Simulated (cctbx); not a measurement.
# Diagnosing a refinement

Cell a = 6.4990 Å, b = 6.5750 Å, c = 11.5020 Å, α = 90.00°, β = 123.47°, γ = 90.00°; space group P2_1/c (no. 14). The compound is Zn2FeSbS6.

The data are simulated with cctbx, not measured: Mo Kα, λ = 0.71073 Å, to d = 0.7 Å, 70 % of the full sphere, strongest reflection 70000 counts, noise from counting, a 2 % proportional error and a noise floor of 15 counts (s.d.); no absorption.

An anisotropic refinement with weights 1/σ² prints:

```text
Rint 0.017, 1239 unique reflections to 0.70 A
cycle     R1     wR2    GooF  max shift (A)
   1  0.0908  0.2082   8.887   0.00323
   2  0.0263  0.0701   2.994   0.00004
final R1 0.0263 wR2 0.0701 GooF 2.994  parameters 48  data/parameter 25.8
atom        x        y        z      Ueq    occ   su(xyz)  su(Uiso or U11)
Sb1    0.00000  0.50000  0.00000   0.0076  1.000  0.00000  0.0002
Zn1    0.73003  0.45515  0.24749   0.0050  1.000  0.00010  0.0002
Fe1    0.50000  0.50000  0.50000   0.0059  1.000  0.00000  0.0004
S1     0.87106  0.04871  0.25299   0.0103  1.000  0.00019  0.0004
S2     0.25303  0.20455  0.06631   0.0084  1.000  0.00018  0.0004
S3     0.62232  0.18752  0.44151   0.0070  1.000  0.00018  0.0004
difference map: max 2.73 min -0.87 rms 0.29
Q1    0.2691  0.0110  0.2562    4    2.81  0.37 A from Zn1
Q2    0.5000  0.0000  0.0000    2    2.46  0.00 A from Fe1
Q3    0.3688  0.5631  0.3681    4    0.79  1.33 A from Fe1
Q4    0.1256  0.9930  0.6316    4    0.78  1.26 A from Sb1
Q5    0.0000  0.0000  0.5000    2    0.75  0.00 A from Sb1
Q6    0.2448  0.0154  0.1336    4    0.74  1.34 A from Zn1
```

Q: Accept it or mend it, and why?

Mend it. The fault: dispersion terms of the wrong wavelength (1.54184 Å). Against the right model at the same level, R1 goes from 0.0101 to 0.0263 and GooF from 0.92 to 2.99, U of Zn1 shrinks from 0.0117 to 0.0050 Å², U of Fe1 shrinks from 0.0098 to 0.0059 Å² and the top difference peak, 2.8 e/Å³, lies 0.37 Å from Zn1. f′ and f″ must be those of the data's wavelength; the error mimics a mistyped heavy atom. The signs are weak, and the output alone doesn't single this fault out.

The compound is Zn2FeSbS6. The right model at the same level gives:

```text
Rint 0.017, 1239 unique reflections to 0.70 A
cycle     R1     wR2    GooF  max shift (A)
   1  0.0428  0.1093   4.667   0.00272
   2  0.0101  0.0215   0.919   0.00000
final R1 0.0101 wR2 0.0215 GooF 0.919  parameters 48  data/parameter 25.8
atom        x        y        z      Ueq    occ   su(xyz)  su(Uiso or U11)
Sb1    0.00000  0.50000  0.00000   0.0058  1.000  0.00000  0.0000
Zn1    0.73004  0.45526  0.24751   0.0117  1.000  0.00003  0.0001
Fe1    0.50000  0.50000  0.50000   0.0098  1.000  0.00000  0.0001
S1     0.87090  0.04868  0.25303   0.0092  1.000  0.00006  0.0001
S2     0.25306  0.20431  0.06628   0.0074  1.000  0.00006  0.0001
S3     0.62240  0.18736  0.44146   0.0060  1.000  0.00005  0.0001
difference map: max 0.41 min -0.47 rms 0.11
Q1    0.0228  0.7107  0.8751    4    0.43  2.06 A from Sb1
Q2    0.0469  0.6810  0.0368    4    0.42  1.24 A from Sb1
Q3    0.0304  0.0979  0.5934    4    0.42  1.17 A from Sb1
Q4    0.2518  0.7290  0.9052    4    0.39  1.50 A from S3
Q5    0.2352  0.1828  0.8292    4    0.37  1.72 A from S1
Q6    0.1529  0.1474  0.6414    4    0.37  1.66 A from S2
```

The model is made up (kin elements in a known structure type, no relaxation), so it says nothing on whether the phase exists.

[Middle refinement cycles are left out of these outputs.]

[Logs are printed without paths, hosts, clocks, repeated set-up lines and the standing remarks that a program may print on its own settings, such as how far it seeks lower states.]
